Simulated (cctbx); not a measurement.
# Lattice, Laue class and space group of a new crystal

Cell: a = 7.5560 Å, b = 7.5560 Å, c = 9.2250 Å, α = 90.00°, β = 90.00°, γ = 120.00°. Expected content of the cell: Pb10 Lu6.

The data are simulated with cctbx, not measured: synchrotron X-rays, λ = 0.4959 Å, to d = 0.6 Å, 80 % of the full sphere, strongest reflection 5000 counts, noise from counting, a 3 % proportional error and a noise floor of 2 counts (s.d.); no absorption.

A first pass over the reflections prints:

```text
7116 reflections to d = 0.602 A
centring   violations  <I/sigma> of those
    A       2198 of  3557      6.8
    B       2223 of  3563      6.8
    C       2175 of  3538      6.8
    I       2215 of  3544      6.8
    R       2939 of  4762      6.8
    F       3298 of  5329      6.8
Laue class    unique    Rint  (classes that these axes allow; Friedel mates merged)
P -1             4241   0.052
P 1 1 2/m        2311   0.058
P -3             1483   0.061
P -3 1 m          823   0.064
P -3 m 1          875   0.063
P 6/m             785   0.063
P 6/m m m         500   0.065
space group    extra absences  I>4sigma  <I/sigma>
P 6 2 2                 0          0         -  acentric
P 63 2 2               12          0      -0.1  acentric
P 6 m m                 0          0         -  acentric
P 63 m c              355          0       0.0  acentric
P -6 m 2                0          0         -  acentric
P -6 2 m                0          0         -  acentric
P -6 2 c              355          0       0.0  acentric
P 6/m m m               0          0         -  centric
P 63/m m c            355          0       0.0  centric
Wilson B = 0.26 A^2   <|E^2-1|> = 0.948 (0.968 centric, 0.736 acentric)   E^2>4: 3.4 %
shell (A)         n   <I/sigma>
 9.23 - 1.20     82     24.2
 1.20 - 0.96     61     27.4
 0.96 - 0.83     61     25.4
 0.83 - 0.76     60     24.5
 0.76 - 0.70     63     20.9
 0.70 - 0.66     53     22.5
 0.66 - 0.63     56     20.6
 0.63 - 0.60     64     18.8
```

Q: Read the symmetry from these tables.

Every centring test has many violations, so the lattice is primitive.

Rint stays low (0.052 to 0.065) up to P 6/m m m, the highest class in these axes.

9 settings pass the absence test. The most absences obeyed, 355, belong to P 63 m c, P -6 2 c and P 63/m m c, which absences can't tell apart.

⟨|E²−1|⟩ = 0.948 leans to a centrosymmetric structure. Here that hint misleads: the statistic assumes many like atoms on general positions, and few, heavy or special-position atoms break it. The Wilson B of 0.26 Å² means U ≈ 0.0033 Å².

The true group is P-62c (no. 190), Laue class 6/mmm, non-centrosymmetric. The tables only narrow the choice to the tied entries; cell content, site symmetry and trial solutions must settle it.

The model was made for the exercise: a known structure type with other elements put in, its volume estimated, not relaxed; displacement parameters are assumed.

[Logs are printed without paths, hosts, clocks, repeated set-up lines and the standing remarks that a program may print on its own settings, such as how far it seeks lower states.]
